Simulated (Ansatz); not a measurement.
**Na3Y (built on the sites of a database entry of Li3Bi): relaxing the cell for a phonon run**

Aim: bring Na3Y (built on the sites of a database entry of Li3Bi) to small forces and stress, as phonons need.

Calculated with Ansatz 0.2.0; DFT PBEsol, scalar-relativistic, plane waves, PAW.

The structure was built from a prototype and need not be the compound's stable phase.

### Step 1. The starting structure

Symmetry: Fm-3m, No. 225, cubic system. The conventional cell has a = 8.215 Å, b = 8.215 Å, c = 8.215 Å, α = 90.00°, β = 90.00°, γ = 90.00°. Na has 4 Y at 3.56 Å and 4 Na at 3.56 Å nearest. Nearest to Na lie 8 Na at 3.56 Å. Y has 8 Na at 3.56 Å nearest. Farther neighbours are not listed.

### Step 2. Probe on a coarse mesh

First a cheap look: the gap decides the mesh and the occupations, the pressure tells how far the cell has to move.

Contents of input.yaml:

```yaml
crystal:
  lattice:
    - [0.0, 4.10764, 4.10764]
    - [4.10764, 0.0, 4.10764]
    - [4.10764, 4.10764, 0.0]
  atoms:
    - { symbol: Na, position: [0.75, 0.75, 0.75] }
    - { symbol: Na, position: [0.5, 0.5, 0.5] }
    - { symbol: Na, position: [0.25, 0.25, 0.25] }
    - { symbol: "Y", position: [0.0, 0.0, 0.0] }
kpoints:
  mp_grid: { grid: [4, 4, 4] }
hamiltonian:
  xc: pbesol
scf:
  occupations: { method: gaussian, width: 0.1 }
output:
  forces: true
  stress: true
  eigenvalues: true
```

Started as:

```console
> ansatz run input.yaml --threads 4 --pin off --max-ram 7168MiB --backend cpu --events-out ev --progress --plain --runs-dir out
```

Numbers of over 12 decimals in the logs are rounded to 6 here.

Log:

```text
Engine: ansatz 0.2.0, aarch64-unknown-linux-gnu
Pseudopotentials: kind: paw
Pseudopotential: Na, paw, valence charge 9, recommended cutoff 420 eV (normal), Na.paw.azcp
Pseudopotential: Y, paw, valence charge 11, recommended cutoff 420 eV (normal), Y.paw.azcp
Functional definition: PBEsol
  exchange = pbesol_x
  correlation = pbesol_c
Crystal: 4 atoms, lattice volume = 138.614 Å³
[...]
P = ⅓ Tr σ = -0.5131 GPa (-5.131 kbar)
--- Band table (eV; the first three rows and the last of 8) ---
  k-point 0: bands = [... 15 lower, -20.4497, -0.1671, 3.7924, 3.7924, 3.7924, 4.3267, 4.3267, 6.3767]
  k-point 1: bands = [... 15 lower, -20.4494, 0.2869, 3.2146, 3.8423, 3.8423, 4.3107, 4.3107, 4.9527]
  k-point 2: bands = [... 15 lower, -20.4491, 1.3066, 1.9151, 3.7413, 3.7413, 4.3516, 4.6596, 4.6596]
  k-point 7: bands = [... 15 lower, -20.4463, 2.3392, 2.5669, 2.6913, 2.6913, 4.4732, 4.6560, 4.6560]
[key lines of the parts left out:]
SCF converged after 7 iterations
Free energy (F): -8221.063841 eV
Fermi energy:    3.720791 eV
```

Run time: 0.58 s. Hardware: 4 threads of Arm Neoverse V1, shared host; peak memory 0.37 GiB.

This step gave:

```
pressure          : -0.5131 GPa
volume per atom   : 34.65 Å³
gap on the k-mesh : 0 eV
```

The coarse mesh shows no gap and a pressure of -0.5 GPa.

### Step 3. Relaxation

Harmonic phonons are second derivatives at a point where the forces vanish, and they are wanted at zero stress, so atoms and cell are relaxed first.

Edit input.yaml of step 2 so:

```diff
@@ -11,3 +11,3 @@
 kpoints:
-  mp_grid: { grid: [4, 4, 4] }
+  mp_grid: { grid: [8, 8, 8] }
 hamiltonian:
@@ -20 +20,10 @@
   eigenvalues: true
+  write_density: true
+  write_potential: true
+  elf: true
+  volumetric_format: npy
+relax:
+  adjacent_minimum: "off"
+  f_tol: 0.005
+  max_steps: 80
+  cell: { stress_tol: 0.05 }
```

Log:

```text
[...]
Crystal: 4 atoms, lattice volume = 138.614 Å³
Basis set: ecut = 420 eV, 2733 PW (Γ), exchange–correlation on 80×80×80 points (8 copies of the dense FFT grid, shifted against one another)
Bands: 23, of which v1, the nominal top of the filled ones, is band 19 counted from 1 (18 counted from 0)
Symmetry: 48 space group operations
[...]
k-points: 29 of 512
[...]
SCF iter   1: F=—  HF=-8221.060203 eV  |F-HF|=—  |Δ(HF+E_count)|=         —  Δρ=2.28e-3  dr2=6.04e-3  ethr=1.77e-3  ⟨swp⟩=4.9  Hψ=2428  notcnv=0
[...]
SCF iter   7: F=-8221.058220 eV  HF=-8221.058220 eV  |F-HF|=2.06e-8  |Δ(HF+E_count)|=   3.20e-9  Δρ=6.25e-6  dr2=2.47e-8  ethr=2.63e-10  ⟨swp⟩=8.3  Hψ=4373  notcnv=0
SCF 1 converged in 7 iterations: F = -8221.058220 eV  dr2 = 2.47e-8
[...]
relax step   1: F+E_penalty+E_count = -8221.05822011 eV  Δ(F+E_penalty+E_count) = +0.000e0 eV  max|allowed force component| = 2.078e-19 eV/Å  Δτ_max = 0.0000 Å  P = -0.454 GPa  Ω = 138.614 Å³  (7 SCF iters, dr2 threshold 1.00e-7 eV, accepted)
Crystal: 4 atoms, lattice volume = 136.906 Å³
Basis set: ecut = 420 eV, 2685 PW (Γ), exchange–correlation on 80×80×80 points (8 copies of the dense FFT grid, shifted against one another)
[...]
iter 1 solved again at ethr=6.80e-8 eV; its pass at ethr=3.10e-3 eV (dr2=2.58e-5 eV) is discarded
[...]
SCF iter   4: F=-8221.062261 eV  HF=-8221.062261 eV  |F-HF|=3.44e-8  |Δ(HF+E_count)|=   4.36e-8  Δρ=4.46e-6  dr2=5.36e-8  ethr=1.05e-9  ⟨swp⟩=8.1  Hψ=3920  notcnv=0
SCF 2 converged in 4 iterations: F = -8221.062261 eV  dr2 = 5.36e-8
  Residual-converged pass: ⟨swp⟩=1.1  Hψ=786  notcnv=0  max |occ|·‖R‖ = 7.0e-9 eV (tolerance 1.0e-8 eV)  dr2=5.36e-8  dr2_onsite=5.47e-9  max |Δocc| = 7.6e-11
relax step   2: F+E_penalty+E_count = -8221.06226139 eV  Δ(F+E_penalty+E_count) = -4.041e-3 eV  max|allowed force component| = 1.301e-18 eV/Å  Δτ_max = 0.0000 Å  P = -0.299 GPa  Ω = 136.906 Å³  energy of the carried Pulay correction = +2.034e-5 eV  (4 SCF iters, dr2 threshold 4.00e-7 eV, accepted)
Crystal: 4 atoms, lattice volume = 133.709 Å³
Basis set: ecut = 420 eV, 2637 PW (Γ), exchange–correlation on 80×80×80 points (8 copies of the dense FFT grid, shifted against one another)
[...]
SCF iter   4: F=-8221.065197 eV  HF=-8221.065198 eV  |F-HF|=1.33e-7  |Δ(HF+E_count)|=   2.15e-7  Δρ=8.29e-6  dr2=1.94e-7  ethr=5.90e-10  ⟨swp⟩=6.1  Hψ=4051  notcnv=0
SCF 3 converged in 4 iterations: F = -8221.065197 eV  dr2 = 1.94e-7
relax step   3: F+E_penalty+E_count = -8221.06519738 eV  Δ(F+E_penalty+E_count) = -2.936e-3 eV  max|allowed force component| = 2.241e-18 eV/Å  Δτ_max = 0.0000 Å  P = +0.015 GPa  Ω = 133.709 Å³  energy of the carried Pulay correction = +5.912e-5 eV  (4 SCF iters, dr2 threshold 2.24e-7 eV, accepted)
[...]
SCF iter   6: F=-8221.065122 eV  HF=-8221.065122 eV  |F-HF|=9.09e-12  |Δ(HF+E_count)|=  1.27e-11  Δρ=9.81e-8  dr2=1.12e-11  ethr=1.00e-12  ⟨swp⟩=5.8  Hψ=2659  notcnv=0
SCF 4 converged in 6 iterations: F = -8221.065122 eV  dr2 = 1.12e-11
relax step   4: F+E_penalty+E_count = -8221.06512193 eV  Δ(F+E_penalty+E_count) = +7.546e-5 eV  max|allowed force component| = 2.168e-18 eV/Å  Δτ_max = 0.0000 Å  P = +0.016 GPa  Ω = 133.709 Å³  stress off target by 1.60e-2 GPa  SCF on the basis re-selected at this cell (its energy is not comparable with the rows above)  (6 SCF iters)
basis re-selected at this cell: Δ(F+E_penalty+E_count) = +7.546e-5 eV, ΔP = +0.001 GPa vs the last step (what re-selecting the basis moved, of the pressure what is left beyond the Pulay correction that the steps carried, after the strain that the cell walked since its last selection, with what the two solves' SCF thresholds leave and, on support functions, any second-order correction that the steps lacked; it is no m [...]
SCF converged after 6 iterations
Free energy (F): -8221.065122 eV
[...]
Internal energy: -8221.045489 eV  (E = F + TS)
E sigma→0 (E₀):  -8221.055305 eV
Entropy (-TS):   -0.019633 eV (-4.908 meV/atom)
Fermi energy:    3.812940 eV
[...]
--- Stress (GPa, compression-positive) ---
        0.016045       0.000000       0.000000
        0.000000       0.016045       0.000000
        0.000000       0.000000       0.016045
  P = ⅓ Tr σ = 0.0160 GPa (0.160 kbar)
--- Band table (eV; the first three rows and the last of 29) ---
  k-point 0: bands = [... 15 lower, -20.1860, -0.0189, 4.0017, 4.0017, 4.0017, 4.5490, 4.5490, 6.6755]
  k-point 1: bands = [... 15 lower, -20.1860, 0.0998, 3.8616, 4.0362, 4.0362, 4.5095, 4.5095, 6.0840]
  k-point 2: bands = [... 15 lower, -20.1859, 0.4482, 3.4230, 4.0529, 4.0529, 4.5355, 4.5355, 5.2323]
  k-point 28: bands = [... 15 lower, -20.1829, 2.5699, 2.7568, 2.8971, 2.8971, 4.7116, 4.9045, 4.9045]
--- Relaxed structure (3 steps of the walk, 3 accepted, 1 SCFs on fresh bases) ---
  F+E_penalty+E_count = -8221.06512193 eV   max|allowed force component| = 2.168e-18 eV/Å   (the final SCF, on the basis selected at the relaxed cell)
  cell:  # Å, volume = 133.7089 Å³
    - [0, 4.058604, 4.058604]
    - [4.058604, 0, 4.058604]
    - [4.058604, 4.058604, 0]
  atoms:
    - { symbol: Na, position: [0.75, 0.75, 0.75] }
    - { symbol: Na, position: [0.5, 0.5, 0.5] }
    - { symbol: Na, position: [0.25, 0.25, 0.25] }
    - { symbol: Y, position: [0, 0, 0] }
```

The job ended after 5.3 s (4 threads; peak memory 0.48 GiB).

The steps of the relaxation:

```
step  energy less that of the first step (eV)  largest force component (eV/Å)  pressure (GPa)  volume (Å³)
   1                                   0.0000                          0.0000           -0.45       138.61
   2                                  -0.0040                          0.0000           -0.30       136.91
   3                                  -0.0070                          0.0000            0.01       133.71
  4*                                  -0.0069                          0.0000            0.02       133.71
```

Relaxation steps marked * repeat the geometry before them on a plane-wave basis chosen anew for their cell, so energy and pressure can jump there.

The run keeps the 48 symmetry operations that it works with, so distortions that break them were not tested.

```
conventional cell, symmetrised  before  after  change
                         a (Å)   8.215  8.117  -1.2 %
                         b (Å)   8.215  8.117  -1.2 %
                         c (Å)   8.215  8.117  -1.2 %
              volume (Å³/atom)   34.65  33.43  -3.5 %
```

Final coordinates:

```xyz
4
Lattice="0.0000 4.0586 4.0586 4.0586 0.0000 4.0586 4.0586 4.0586 0.0000" Properties=species:S:1:pos:R:3 pbc="T T T"
Na    6.0879    6.0879    6.0879
Na    4.0586    4.0586    4.0586
Na    2.0293    2.0293    2.0293
Y     0.0000    0.0000    0.0000
```

This step gave:

* pressure: 0.01605 GPa
* volume per atom: 33.43 Å³

ELF in the ac plane of the conventional cell at fractional y = 0.000, with atoms of Na and Y within 0.2 Å of it. It is the smooth field of the valence electrons, not physical close to the nuclei.

Values, 12 rows by 16 columns, each cell a mean:
```
0.77 0.71 0.20 0.25 0.42 0.15 0.17 0.50 0.51 0.31 0.07 0.37 0.34 0.14 0.55 0.79
0.36 0.20 0.21 0.44 0.52 0.39 0.14 0.09 0.10 0.10 0.30 0.51 0.49 0.28 0.18 0.33
0.25 0.34 0.48 0.55 0.56 0.54 0.47 0.37 0.34 0.43 0.53 0.56 0.56 0.52 0.39 0.27
0.27 0.37 0.50 0.55 0.55 0.48 0.31 0.20 0.19 0.26 0.42 0.54 0.56 0.53 0.42 0.29
0.20 0.09 0.22 0.48 0.45 0.21 0.22 0.49 0.54 0.32 0.17 0.38 0.50 0.32 0.08 0.15
0.46 0.39 0.06 0.34 0.31 0.14 0.62 0.78 0.69 0.77 0.23 0.22 0.40 0.12 0.22 0.52
0.51 0.31 0.07 0.37 0.34 0.14 0.55 0.79 0.77 0.71 0.20 0.25 0.42 0.15 0.17 0.50
0.10 0.10 0.30 0.51 0.49 0.28 0.18 0.33 0.36 0.20 0.21 0.44 0.52 0.39 0.14 0.09
0.34 0.43 0.53 0.56 0.56 0.52 0.39 0.27 0.25 0.34 0.48 0.55 0.56 0.54 0.47 0.37
0.19 0.26 0.42 0.54 0.56 0.53 0.42 0.29 0.27 0.37 0.50 0.55 0.55 0.48 0.31 0.20
0.54 0.32 0.17 0.38 0.50 0.32 0.08 0.15 0.20 0.09 0.22 0.48 0.45 0.21 0.22 0.49
0.69 0.77 0.23 0.22 0.40 0.12 0.22 0.52 0.46 0.39 0.06 0.34 0.31 0.14 0.62 0.78
```
Columns run along a (8.1 Å), rows up along c (8.1 Å), edges of the conventional cell, whose origin can differ from the input's. Atoms in or near the plane, at fractional coordinates: Na at (0.50, 0.00), Na at (0.00, 0.50), Y at (0.00, 0.00), Y at (0.50, 0.50).

Valence density in the ac plane of the conventional cell at fractional y = 0.000, with atoms of Na and Y within 0.2 Å of it. It is the smooth field of the valence electrons, not physical close to the nuclei.

Ten steps, logarithmic in the rise over the least value, from '0' (0 e/Å³) to '9' (18 e/Å³), each cell a mean:
```
66410000027984000000356
54210000003541000000145
32100000000000000000013
00000000000000000000000
00000000000000000000000
00000000000000000000000
00000000000000000000000
00000000000000000000000
00000000012321000000000
53000000124554100000014
97200000146665200000048
97200000146665300000059
75100000135664200000037
21000000023442100000002
00000000001111000000000
00000000000000000000000
00000000000000000000000
00000000000000000000000
00000000000000000000000
11000000000000000000011
43200000001220000000124
65310000015773000000246
66410000027995000000356
```
Columns run along a (8.1 Å), rows up along c (8.1 Å), edges of the conventional cell, whose origin can differ from the input's. Atoms in or near the plane, at fractional coordinates: Na at (0.50, 0.00), Na at (0.00, 0.50), Y at (0.00, 0.00), Y at (0.50, 0.50).

Electrostatic potential energy in the ac plane of the conventional cell at fractional y = 0.000, with atoms of Na and Y within 0.2 Å of it. With pseudopotentials it is smooth inside the atoms' cores, unlike the true potential.

Ten even steps from '0' (-56 eV) to '9' (7 eV), each cell a mean:
```
00489999983016999998620
13689999997568999999752
67899999999899999999876
88999999999999999999998
99999999999999999999999
99999999999999999999999
99999999999999999999999
99999999998889999999999
99999999987667899999999
57999999863125799999986
03899999840002689999961
02899999730001689999850
25899999851003789999973
88999999875346899999998
99999999988788999999999
99999999999999999999999
99999999999999999999999
99999999999999999999999
99999999999999999999999
78899999999999999999988
45789999998889999999864
01589999985237999998730
00479999982005999998610
```
Columns run along a (8.1 Å; values clipped at the 3rd and 97th percentile), rows up along c (8.1 Å), edges of the conventional cell, whose origin can differ from the input's. Atoms in or near the plane, at fractional coordinates: Na at (0.50, 0.00), Na at (0.00, 0.50), Y at (0.00, 0.00), Y at (0.50, 0.50).

In this step the volume went from 34.65 to 33.43 Å³/atom.

### Step 4. Relaxing to small forces for the phonons

Phonons need a cell at rest on their own settings, so the relaxation is repeated with tight tolerances on forces and stress on the k mesh and occupations of the first response run.

Contents of input.yaml:

```yaml
crystal:
  lattice:
    - [0.0, 4.0586044165, 4.0586044165]
    - [4.0586044165, 0.0, 4.0586044165]
    - [4.0586044165, 4.0586044165, 0.0]
  atoms:
    - { symbol: Na, position: [0.75, 0.75, 0.75] }
    - { symbol: Na, position: [0.5, 0.5, 0.5] }
    - { symbol: Na, position: [0.25, 0.25, 0.25] }
    - { symbol: "Y", position: [0.0, 0.0, 0.0] }
kpoints:
  mp_grid: { grid: [8, 8, 8] }
hamiltonian:
  xc: pbesol
scf:
  occupations: { method: methfessel_paxton, width: 0.15 }
output:
  forces: true
  stress: true
  eigenvalues: true
relax:
  adjacent_minimum: "off"
  f_tol: 0.001
  max_steps: 60
  cell: { stress_tol: 0.01 }
```

Log:

```text
[...]
Crystal: 4 atoms, lattice volume = 133.709 Å³
Basis set: ecut = 420 eV, 2637 PW (Γ), exchange–correlation on 80×80×80 points (8 copies of the dense FFT grid, shifted against one another)
Bands: 23, of which v1, the nominal top of the filled ones, is band 19 counted from 1 (18 counted from 0)
Symmetry: 48 space group operations
[...]
k-points: 29 of 512
[...]
--- Relaxed structure (2 steps of the walk, 2 accepted, 1 SCFs on fresh bases) ---
[...]
cell:  # Å, volume = 133.7457 Å³
    - [0, 4.058977, 4.058977]
    - [4.058977, 0.0, 4.058977]
    - [4.058977, 4.058977, 0]
  atoms:
    - { symbol: Na, position: [0.750000, 0.750000, 0.750000] }
    - { symbol: Na, position: [0.5, 0.5, 0.5] }
    - { symbol: Na, position: [0.25, 0.25, 0.25] }
    - { symbol: Y, position: [0, 0, 0] }
[key lines of the parts left out:]
SCF converged after 7 iterations
Free energy (F): -8221.054860 eV
Fermi energy:    3.813654 eV
P = ⅓ Tr σ = 0.0064 GPa (0.064 kbar)
```

Elapsed: 3.8 s, on 4 threads; peak memory 0.46 GiB; 14 s of CPU time.

Little changed from the start: no atom moved by 0.005 Å and no cell edge by 0.1 %.

Numbers from this step:

| Quantity | Value |
| --- | --- |
| pressure | 0.006404 GPa |
| volume per atom | 33.44 Å³ |

The forces vanish by symmetry and the pressure is 0.006 GPa, within the tolerances set. The cell now holds 33.44 Å³/atom.

### Step 5. Summary of results

| Property | Result |
| --- | --- |
| space group after relaxation (within 0.01 Å) | Fm-3m |
| lattice constant a | 8.118 Å |
| lattice constant b | 8.118 Å |
| lattice constant c | 8.118 Å |
| volume per atom | 33.4 Å³ |

In words: The forces vanish by symmetry and the pressure is 0.006 GPa, within the tolerances set. The cell now holds 33.44 Å³/atom. The relaxation keeps the symmetry of its start, so it says nothing on stability against lower symmetry. The starting cell was built on a prototype and not taken from a measurement, so the phase need not exist.

[Logs are printed without paths, hosts, clocks, repeated set-up lines and the standing remarks that a program may print on its own settings, such as how far it seeks lower states.]

[Hosts, paths, dates, database ids (printed as entryN), source tags and the programs' standing remarks are cut or masked in the printed files.]
